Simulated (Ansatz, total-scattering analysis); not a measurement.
# From input file to S(Q): Ge

Aim: the structure of Ge at 1300 K, and the X-ray and neutron patterns it would give.

Method: ab initio molecular dynamics with Ansatz (LDA, plane waves, PAW set soft_1, Langevin thermostat, no spin, fixed volume). Composition: Ge 100.0 atom %; 64 atoms. The average runs over 6.8 ps of 64 atoms. Mean temperature 1282 K, largest m.s.d. 14.90 Å², energy drift +6 meV an atom (last third less first, no steady trend), Langevin friction 10 ps⁻¹; the first quarter of the run is discarded. Preparation: a classical melt of Si with the elements renamed and the cell rescaled, then 3.6 ps at 1890 K with a cheaper basis and a friction of 10 ps⁻¹ (mean temperature of the first stage 1856 K), too short to forget the start in full.

**What is measured.** Ge around Ge: about 7 at 1210.4 K. Average coordination number of liquid Ge after melting at standard pressure, quoted in the introduction as known background without a specific citation (diffraction (literature, method not stated for this value); “Structure and dynamics of l-Ge: Neutron scattering experiments and ab   initio molecular dynamics simulations”, 2007, arxiv:cond-mat/0703363). Main peak of the total S(Q): 2.50 Å^-1 at 1270 K. Position of the main peak of the static structure factor of liquid Ge from earlier diffraction experiments (refs 5, 6, 10), quoted for comparison with the simulation (neutron/X-ray diffraction (literature); “Structure and dynamics of l-Ge: Neutron scattering experiments and ab   initio molecular dynamics simulations”, 2007, arxiv:cond-mat/0703363).

## The run

The step of 3 fs has to resolve the fastest vibration, that of Ge. The volume is fixed, since the run is too short for a cell to find its own; the mean pressure then hints how far the functional is from its own density, with errors up to a few GPa from cell size, k-points and loose SCF steps (the program warns of the last). One k-point, Γ, is the usual economy for a cell of this size; for a metal it leaves the Fermi surface coarse, which shows in pressures and can favour freezing. Smeared occupations keep the forces smooth as levels cross the Fermi energy. A Langevin thermostat samples the right structure once equilibrated, but its friction lowers diffusion.

Contents of input.yaml:

```yaml
crystal:
  lattice:
    - [11.1622, 0.0, 0.0]
    - [0.0, 11.1622, 0.0]
    - [0.0, 0.0, 11.1622]
  atoms:
    - { symbol: Ge, position: [0.05154, 0.18797, 0.7376] }
    - { symbol: Ge, position: [0.80378, 0.51041, 0.95716] }
    - { symbol: Ge, position: [0.75227, 0.83069, 0.37406] }
    - { symbol: Ge, position: [0.28377, 0.59963, 0.59994] }
[... 58 atom lines left out ...]
    - { symbol: Ge, position: [0.334, 0.01506, 0.10342] }
    - { symbol: Ge, position: [0.25411, 0.41541, 0.77738] }
kpoints:
  mp_grid: { grid: [1, 1, 1] }
scf:
  occupations: { method: fermi_dirac, width: 0.112 }
hamiltonian:
  xc: lda
  pseudopotentials: { kind: paw, azcp: { folder: soft_1 }, xc_functional: pbe }
output:
  forces: true
  stress: true
md:
  timestep: 3.0
  n_steps: 3000
  ensemble: nvt_langevin
  temperature: 1300.0
  initial_velocities: maxwell_boltzmann
  seed: 7
```

```console
$ ansatz run input.yaml --threads 16 --pin off --max-ram 32768MiB --backend cuda --events-out ev --progress --plain --runs-dir out --max-vram 78GiB
```

```text
Warning: md: disabling space-group detection — thermal motion breaks the input geometry's symmetry, so no spatial operation reduces the k-mesh or symmetrises the density; time reversal is kept, so that k and −k are [...]
Warning: output.stress: scf.convergence.dr2_threshold = 6.4e-8 eV (the default of an md: trajectory) is looser than the 6.4e-9 eV advised for a printed stress (1e-10 eV for each atom of the cell: 64). What an SCF [...]
band count auto-derived: 541 (N_el = 896.0; filled up to band 448; 538 by the electrons, moments and atoms)
Engine: ansatz 0.2.0, aarch64-unknown-linux-gnu
Pseudopotential: Ge, paw, valence charge 14, recommended cutoff 420 eV (normal), soft_1/Ge.paw.azcp
Functional definition: SPW92
Crystal: 64 atoms, lattice volume = 1390.751 Å³
Basis set: ecut = 420 eV, 27201 PW (Γ)
Bands: 541, of which v1, the nominal top of the filled ones, is band 448 counted from 1 (447 counted from 0)
k-points: 1
[... other set-up lines, SCF lines and steps between those shown are left out ...]
md step     0: t =     0.00 fs  T =  1279.7 K  F+E_penalty+E_count = -269769.59734860 eV  E_kin = 10.586394 eV  P_inst = 3.9609 GPa  (10 SCF iters)
md step     1: t =     3.00 fs  T =  1335.2 K  F+E_penalty+E_count = -269769.62790985 eV  E_kin = 11.045394 eV  P_inst = 3.9838 GPa  (7 SCF iters)
md step   120: t =   360.00 fs  T =  1355.7 K  F+E_penalty+E_count = -269774.51853125 eV  E_kin = 11.215317 eV  P_inst = 1.5717 GPa  (7 SCF iters)
md step   240: t =   720.00 fs  T =  1525.8 K  F+E_penalty+E_count = -269773.26135733 eV  E_kin = 12.622004 eV  P_inst = 1.2502 GPa  (8 SCF iters)
md step   360: t =  1080.00 fs  T =  1215.9 K  F+E_penalty+E_count = -269775.96122467 eV  E_kin = 10.058855 eV  P_inst = 1.0582 GPa  (7 SCF iters)
md step   480: t =  1440.00 fs  T =  1425.3 K  F+E_penalty+E_count = -269775.69243876 eV  E_kin = 11.791201 eV  P_inst = 0.9638 GPa  (7 SCF iters)
md step   600: t =  1800.00 fs  T =  1452.3 K  F+E_penalty+E_count = -269774.18896748 eV  E_kin = 12.014709 eV  P_inst = 1.9441 GPa  (7 SCF iters)
md step   720: t =  2160.00 fs  T =  1352.4 K  F+E_penalty+E_count = -269775.71752117 eV  E_kin = 11.188191 eV  P_inst = 0.1797 GPa  (7 SCF iters)
md step   840: t =  2520.00 fs  T =  1313.8 K  F+E_penalty+E_count = -269775.14360863 eV  E_kin = 10.868549 eV  P_inst = 0.3716 GPa  (7 SCF iters)
md step  1080: t =  3240.00 fs  T =  1326.3 K  F+E_penalty+E_count = -269774.94979733 eV  E_kin = 10.971874 eV  P_inst = 0.4918 GPa  (7 SCF iters)
md step  1320: t =  3960.00 fs  T =  1244.6 K  F+E_penalty+E_count = -269774.64029743 eV  E_kin = 10.295977 eV  P_inst = 1.8721 GPa  (7 SCF iters)
md step  1560: t =  4680.00 fs  T =  1540.2 K  F+E_penalty+E_count = -269774.24858906 eV  E_kin = 12.741380 eV  P_inst = 0.5542 GPa  (7 SCF iters)
md step  1800: t =  5400.00 fs  T =  1451.4 K  F+E_penalty+E_count = -269773.67890976 eV  E_kin = 12.007056 eV  P_inst = 2.1262 GPa  (7 SCF iters)
md step  2040: t =  6120.00 fs  T =  1393.8 K  F+E_penalty+E_count = -269774.94963819 eV  E_kin = 11.530224 eV  P_inst = 0.6976 GPa  (7 SCF iters)
md step  2280: t =  6840.00 fs  T =  1155.6 K  F+E_penalty+E_count = -269775.47809708 eV  E_kin = 9.559986 eV  P_inst = 0.9805 GPa  (7 SCF iters)
md step  2520: t =  7560.00 fs  T =  1297.7 K  F+E_penalty+E_count = -269775.75676084 eV  E_kin = 10.735035 eV  P_inst = 0.2986 GPa  (7 SCF iters)
md step  2760: t =  8280.00 fs  T =  1158.7 K  F+E_penalty+E_count = -269774.23055256 eV  E_kin = 9.585882 eV  P_inst = 0.9857 GPa  (7 SCF iters)
md step  3000: t =  9000.00 fs  T =  1445.7 K  F+E_penalty+E_count = -269773.37504764 eV  E_kin = 11.959556 eV  P_inst = 1.4904 GPa  (8 SCF iters)
[... last step's energies and forces left out ...]
--- MD trajectory: 3000 steps, t = 0.0 → 9000.0 fs ---
  final state: T = 1445.7 K   F+E_penalty+E_count = -269773.37504764 eV   E_kin = 11.959556 eV
```

It took 20 min on 1 × NVIDIA GB200 with 16 threads of Arm Neoverse V2, with other jobs on the host, peak memory 1.4 GiB.

## Analysis

S(Q) is the Faber–Ziman total, Σ ci cj fi fj (Sij − 1)/⟨f⟩² + 1. Below 4 Å⁻¹ the partials are summed on the cell's own reciprocal vectors (from 0.56 Å⁻¹) and folded with a Gaussian of σ = 0.12 Å⁻¹; above it they are transforms of g(r) out to 7.6 Å, tapered over the last 40 %. The fold lowers sharp peaks, and with so few vectors their positions are good to about 0.1 Å⁻¹. X-rays take neutral-atom form factors, neutrons coherent lengths (Ge 8.185 fm). G(r) = 4πrρ₀[g(r) − 1] carries the resolution of a Lorch-windowed transform up to 20 Å⁻¹. For one element the X-ray and neutron totals coincide. The patterns are simulated, not measured. The PAW data were made for PBE and serve here under another functional, an error of its own that isn't tested here. The cell is small: beyond half the box only the part of each shell inside it is counted, and low-Q values rest on few vectors. It is averaged over 126 frames.

| T (K) | state | density (g/cm³) | first clear neutron maximum (Å⁻¹) | its height (neutron) | Ge–Ge (Å) | Ge around Ge | held | D over the elements, rough (10⁻⁹ m²/s) |
| --- | --- | --- | --- | --- | --- | --- | --- | --- |
| 1300 | liquid | 5.550 | 2.73 | 1.44 | 2.58 | 8.88 | volume, 1.0 GPa mean | - |

neutron S(Q):

```tsv
Q (Å⁻¹)	1300 K
0.8	0.10
1.1	0.12
1.4	0.18
1.7	0.34
2.0	0.69
2.3	1.14
2.6	1.40
2.9	1.38
3.2	1.16
3.5	0.99
3.8	0.79
4.1	0.76
4.4	0.86
4.7	1.02
5.0	1.12
5.3	1.13
5.6	1.08
5.9	1.01
6.2	0.94
6.5	0.91
6.8	0.94
7.1	0.99
7.4	1.03
7.7	1.05
8.0	1.05
8.3	1.02
8.6	0.98
8.9	0.96
```

At 1300 K the maxima of S(Q), Q in Å⁻¹ (height), are neutron: 2.73 (1.44), 5.18 (1.14), 7.80 (1.05). Its shells:

| pair | first peak (Å) | g there | first minimum (Å) | g there | neighbours |
| --- | --- | --- | --- | --- | --- |
| Ge–Ge | 2.58 | 2.2 | 3.66 | 0.89 | 8.9 |

The tapered transform alone would put 1.44 at the neutron maximum of 2.73 Å⁻¹, where the reciprocal vectors give 1.44; the two routes agree.

**Reading.** The first Ge–Ge shell holds 8.9 Ge at 2.58 Å, with no empty gap behind it, so neighbours come and go. The first shell has no clear end (g = 0.89 at its dip), so a neighbour count says little; the tallest of the first maxima of S(Q) has height 1.44 and Q₁r₁ = 7.2 (r₁ = 2.65 Å from G(r)), lower and further in than the 2.3 to 3 and 7.7 of a dense simple liquid, as where directional bonding survives.

| quantity | measured | this run |
| --- | --- | --- |
| Ge around Ge | 7.0 | 8.9 |
| main peak of the total S(Q) (Å⁻¹) | 2.50 | 2.73 |

Ge around Ge: the minimum is shallow (counted to 3.66 Å), so the count follows the cutoff and decides nothing. main peak of the total S(Q): the run is off by +0.23. Measured coordination numbers hang on where the integral is cut, by half a neighbour or more in dense liquids.

[Logs are printed without paths, hosts, clocks, repeated set-up lines and the standing remarks that a program may print on its own settings, such as how far it seeks lower states.]
